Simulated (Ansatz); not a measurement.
# Quasiparticle gap of AlGaAs2 (zincblende [001] superlattice), part 2 of 4

Wanted: the gap of AlGaAs2 (zincblende [001] superlattice) with a many-body correction, and the time that it takes.

Ansatz 0.2.0; PBEsol, then G0W0 on it, plane waves, PAW. Known limits of the many-body steps: finite bands, screening cutoff and k mesh; no spin-orbit coupling in G0W0; d shells not analysed.

So far. Step 2 (Relaxing the structure): The program's warnings for this run: band table not solved further; pseudo functional mismatch.

## 3. Bands along the symmetry lines

Level of this step: DFT, PBEsol, plane waves, PAW (Ansatz).

Levels along a band path and on the mesh show where this functional puts the band edges.

Contents of input.yaml:

```yaml
crystal:
  lattice:
    - [4.0120568347, 0.0, 0.0]
    - [0.0, 4.0120657245, 0.0]
    - [0.0, 0.0, 22.6169602797]
  atoms:
    - { symbol: Ga, position: [0.0, 0.0, 0.0315181048] }
    - { symbol: As, position: [0.5, 0.0, 0.0938475488] }
    - { symbol: Ga, position: [0.5, 0.5, 0.1561486765] }
    - { symbol: As, position: [0.0, 0.5, 0.2184741997] }
    - { symbol: Ga, position: [0.0, 0.0, 0.2807996335] }
    - { symbol: As, position: [0.5, 0.0, 0.3431016581] }
    - { symbol: Ga, position: [0.5, 0.5, 0.4054318278] }
    - { symbol: As, position: [0.0, 0.5, 0.4679745625] }
    - { symbol: Al, position: [0.0, 0.0, 0.530448847] }
    - { symbol: As, position: [0.5, 0.0, 0.5931129802] }
    - { symbol: Al, position: [0.5, 0.5, 0.6557939602] }
    - { symbol: As, position: [0.0, 0.5, 0.718476722] }
    - { symbol: Al, position: [0.0, 0.0, 0.7811591182] }
    - { symbol: As, position: [0.5, 0.0, 0.8438399161] }
    - { symbol: Al, position: [0.5, 0.5, 0.906503132] }
    - { symbol: As, position: [0.0, 0.5, 0.9689765207] }
kpoints:
  mp_grid: { grid: [6, 6, 2] }
  band_path:
    path:
      - [[0.0, 0.0, 0.0], [0.5, 0.0, 0.0], [0.5, 0.5, 0.0], [0.0, 0.5, 0.0], [0.0, 0.0, 0.0], [0.0, 0.0, 0.5], [0.5, 0.0, 0.5], [0.5, 0.5, 0.5], [0.0, 0.5, 0.5], [0.0, 0.0, 0.5]]
      - [[0.5, 0.0, 0.0], [0.5, 0.0, 0.5]]
      - [[0.0, 0.5, 0.0], [0.0, 0.5, 0.5]]
      - [[0.5, 0.5, 0.0], [0.5, 0.5, 0.5]]
    npoints: 10
hamiltonian:
  xc: pbesol
  pseudopotentials: { kind: paw, azcp: { folder: "./paw" } }
scf:
  occupations: { method: fermi_dirac, width: 0.02 }
  n_extra_bands: 9
output:
  eigenvalues: true
  forces: true
  stress: true
  write_density: true
  write_potential: true
  elf: true
  volumetric_format: npy
```

Command:

```bash
ansatz run input.yaml --threads 3 --pin off --max-ram 92160MiB --backend cuda --events-out ev --progress --plain --runs-dir out --devices 1 --max-vram 13GiB
```

Numbers of over 12 decimals in the logs are rounded to 6 here.

What it wrote:

```text
Warning: the atoms were moved onto the symmetric positions of the space group found under crystal.symmetry.tolerance 1.0e-5 (fractional; no operation is sought that the atoms, as they stand in a round, miss by more than twice it, and no atom is moved by as much as it), and the run uses the moved positions. Before a round's move an operation carried an atom to 5.92e-5 Å from where it should land, the largest such dist [...]
[...]
GPUs: using 1 of 1 available (devices: 1).
[...]
GPU FFT provider: cuFFT
GPU libraries: cuBLAS 13.8.2, cuFFT 12.4.0, cuSOLVER 12.3.4
Crystal: 16 atoms, lattice volume = 364.057 Å³
Basis set: ecut = 420 eV, 7107 PW (Γ), exchange–correlation on 54×54×320 points (8 copies of the dense FFT grid, shifted against one another)
Bands: 101, of which v1, the nominal top of the filled ones, is band 92 counted from 1 (91 counted from 0)
Symmetry: 8 space group operations
[...]
k-points: 20 of 72
[...]
GPU buffer pool allocated for 116640 grid points (all kernels)
[...]
SCF iter   1: F=—  HF=-55582.731940 eV  |F-HF|=—  |Δ(HF+E_count)|=         —  Δρ=4.13e-2  dr2=7.42e0  ethr=3.10e-3  ⟨swp⟩=6.0  Hψ=7566  notcnv=0
[...]
SCF iter  10: F=-55581.219286 eV  HF=-55581.219286 eV  |F-HF|=2.44e-8  |Δ(HF+E_count)|=   2.40e-8  Δρ=2.73e-6  dr2=2.55e-8  ethr=5.43e-11  ⟨swp⟩=16.4  Hψ=18948  notcnv=0
SCF 1 converged in 10 iterations: F = -55581.219286 eV  dr2 = 2.55e-8
[...]
NSCF: frozen V_eff on 124 k-points
SCF converged after 10 iterations
Free energy (F): -55581.219286 eV
[...]
Internal energy: -55581.219286 eV  (E = F + TS)
E sigma→0 (E₀):  -55581.219286 eV
Fermi energy:    7.403563 eV
[...]
--- Forces (eV/Å), atoms counted from 1 ---
  atom   1  Ga    -0.00000000     0.00000000     0.00040350
  atom   2  As     0.00000000     0.00000000    -0.00023843
  atom   3  Ga     0.00000000     0.00000000    -0.00007265
  atom   4  As     0.00000000     0.00000000     0.00000000
  atom   5  Ga    -0.00000000     0.00000000     0.00007265
  atom   6  As     0.00000000     0.00000000     0.00023843
  atom   7  Ga    -0.00000000     0.00000000    -0.00040350
  atom   8  As     0.00000000     0.00000000     0.00024607
  atom   9  Al     0.00000000     0.00000000     0.00009247
  atom  10  As     0.00000000     0.00000000     0.00018126
  atom  11  Al    -0.00000000     0.00000000     0.00002399
  atom  12  As    -0.00000000     0.00000000     0.00000000
  atom  13  Al    -0.00000000     0.00000000    -0.00002399
  atom  14  As    -0.00000000     0.00000000    -0.00018126
  atom  15  Al     0.00000000     0.00000000    -0.00009247
  atom  16  As     0.00000000     0.00000000    -0.00024607
  max |Σ_I F_I| component: 2.78e-28 eV/Å
--- Stress (GPa, compression-positive) ---
       -0.001053       0.000000       0.000000
        0.000000      -0.001053       0.000000
        0.000000       0.000000       0.001526
  P = ⅓ Tr σ = -0.0002 GPa (-0.002 kbar)
--- Band table (eV; the first three rows and the last of 20) ---
  k-point 0: bands = [... 88 lower, 6.2671, 6.8589, 6.8844, 6.8844, 7.9054, 8.0916, 8.3488, 8.4784, ... 5 higher]
  k-point 1: bands = [... 88 lower, 6.5354, 6.5354, 6.8123, 6.8123, 8.0623, 8.3073, 8.3867, 8.6209, ... 5 higher]
  k-point 2: bands = [... 88 lower, 6.2806, 6.4385, 6.4927, 6.7938, 8.5285, 8.7970, 8.8764, 8.9189, ... 5 higher]
  k-point 19: bands = [... 88 lower, 4.2831, 4.3024, 4.3074, 4.3199, 8.2955, 8.3523, 8.6267, 8.6567, ... 5 higher]
```

It took 22 s on 1 × NVIDIA H100 80GB HBM3 (shared by 6 runs) with 3 threads of AMD EPYC 7R13 (Zen 3), shared host; peak memory 1.3 GiB; 21 s of CPU time.

Reading the cycles: dr2 is the Hartree energy of the density residual (eV), the measure of convergence; HF is the Harris–Foulkes estimate of the energy, which meets the free energy F at convergence.

This step gave:

- pressure: -1.94e-4 GPa
- filled bands: 92
- gap: 1.021 eV
- valence top at: Γ
- conduction bottom at: Γ
- least direct gap: 1.021 eV

Over mesh and path the gap is 1.021 eV, direct, at k = Γ. The program's warnings for this run: pseudo functional mismatch; structure snapped to symmetry.

Electronic bands along the path, in eV, zero at the top of the highest nominally filled band:

```
    point  band 89  band 90  band 91  band 92  band 93  band 94  band 95  band 96
        Γ    -0.62    -0.03     0.00     0.00     1.02     1.21     1.46     1.59
  halfway    -0.62    -0.61    -0.59    -0.23     1.76     1.80     1.97     2.21
        X    -1.01    -1.00    -1.00    -0.99     1.35     1.38     2.36     2.37
  halfway    -1.86    -1.86    -1.77    -1.77     2.19     2.20     2.26     2.27
        S    -2.46    -2.46    -2.45    -2.45     1.25     1.28     1.84     1.84
  halfway    -1.86    -1.86    -1.77    -1.77     2.19     2.20     2.26     2.27
        Y    -1.01    -1.00    -1.00    -0.99     1.35     1.38     2.36     2.37
  halfway    -0.62    -0.61    -0.59    -0.23     1.76     1.80     1.97     2.21
        Γ    -0.62    -0.03     0.00     0.00     1.02     1.21     1.46     1.59
  halfway    -0.45    -0.23    -0.03    -0.03     1.16     1.25     1.47     1.63
        Z    -0.35    -0.35    -0.07    -0.07     1.18     1.42     1.50     1.74
  halfway    -0.82    -0.79    -0.46    -0.26     1.85     1.95     1.98     2.10
        U    -1.04    -1.03    -1.00    -0.99     1.53     1.57     1.98     1.99
  halfway    -1.80    -1.79    -1.76    -1.75     2.19     2.20     2.43     2.46
        R    -2.60    -2.58    -2.58    -2.56     1.41     1.47     1.74     1.77
  halfway    -1.80    -1.79    -1.76    -1.75     2.19     2.20     2.43     2.46
        T    -1.04    -1.03    -1.00    -0.99     1.53     1.57     1.98     1.99
  halfway    -0.82    -0.79    -0.46    -0.26     1.85     1.95     1.98     2.10
        Z    -0.35    -0.35    -0.07    -0.07     1.18     1.42     1.50     1.74
jump to X    -1.01    -1.00    -1.00    -0.99     1.35     1.38     2.36     2.37
  halfway    -1.05    -1.03    -1.00    -0.99     1.42     1.46     2.15     2.15
        U    -1.04    -1.03    -1.00    -0.99     1.53     1.57     1.98     1.99
jump to Y    -1.01    -1.00    -1.00    -0.99     1.35     1.38     2.36     2.37
  halfway    -1.05    -1.03    -1.00    -0.99     1.42     1.46     2.15     2.15
        T    -1.04    -1.03    -1.00    -0.99     1.53     1.57     1.98     1.99
jump to S    -2.46    -2.46    -2.45    -2.45     1.25     1.28     1.84     1.84
```

Electrostatic potential energy in the ca plane at fractional y = 0.000, with atoms of Ga and As and Al within 0.2 Å of it. With pseudopotentials it is smooth inside the atoms' cores, unlike the true potential.

Ten even steps from '0' (-9 eV) to '9' (26 eV), each cell a mean:
```
55555425995245555555430262035555555541055014
55555432442344555555541000234555555543000034
55555543223211345555543222321245555554322321
45555555442010035555555443001014555555444201
35555555540287114555555542068404555555554028
35555555540498114555555542189503555555554049
45555555541043025555555543035104555555544114
55555554333100245555554333200035555554433310
55555542222334455555542001233455555553100233
55555423873245555555530020134555555542021024
55555417996245555555420493035555555541187114
```
Columns run along c (16.0 Å, from fractional 0.15 to 0.85 of the cell; values clipped at the 3rd and 97th percentile), rows up along a (4.0 Å). Atoms in or near the plane, at fractional coordinates: Ga at (0.28, 0.00), As at (0.34, 0.50), Al at (0.53, 0.00), As at (0.59, 0.50), Al at (0.78, 0.00), As at (0.84, 0.50).

Valence density in the ca plane at fractional y = 0.000, with atoms of Ga and As and Al within 0.2 Å of it. It is the smooth field of the valence electrons, not physical close to the nuclei.

Ten steps, logarithmic in the rise over the least value, from '0' (0 e/Å³) to '9' (34 e/Å³), each cell a mean:
```
37852100000000015884100000000000000000000000
13421100000000012332110000000000001111000000
01111211000000000111111100000000001121110000
00112442100000000012344210000000001234311000
00014885210000000012688410000000001379721000
00014996210000000012698410000000001389731000
00113664100000000012476310000000001257521000
00112221100000000111222100000000001222210000
12221110000000001221111000000000001111100000
25641100000000013663100000000000000110000000
49972000000000026995100000000000000000000000
```
Columns run along c (16.0 Å, from fractional 0.00 to 0.71 of the cell), rows up along a (4.0 Å). Atoms in or near the plane, at fractional coordinates: Ga at (0.03, 0.00), As at (0.09, 0.50), Ga at (0.28, 0.00), As at (0.34, 0.50), Al at (0.53, 0.00), As at (0.59, 0.50).

(Continued in part 3 of 4.)

[Paths, hosts, dates, memory and timing lines, banners, echoed tables and standing remarks are left out of the program output.]

[Logs are printed without paths, hosts, clocks, repeated set-up lines and the standing remarks that a program may print on its own settings, such as how far it seeks lower states.]

[Runs of the session that timed out or met a known fault of the program may be left out.]

[Cells called generated may have been cut or substituted from an entry of the Crystallography Open Database or the Materials Project.]

[Hosts, paths, dates, database ids (printed as entryN), source tags and the programs' standing remarks are cut or masked in the printed files.]

[Where an RPA ε∞ is given, it is that of the G0W0 mesh and is not shown converged in it. Names of k-points follow the symmetry that the program found, which can be lower than the space group named. Band edges on a path are those of the sampled points; other points can move an edge, and change direct to indirect where valleys lie close.]

[Hybrid gaps are those of their k-mesh and are not shown converged in it.]
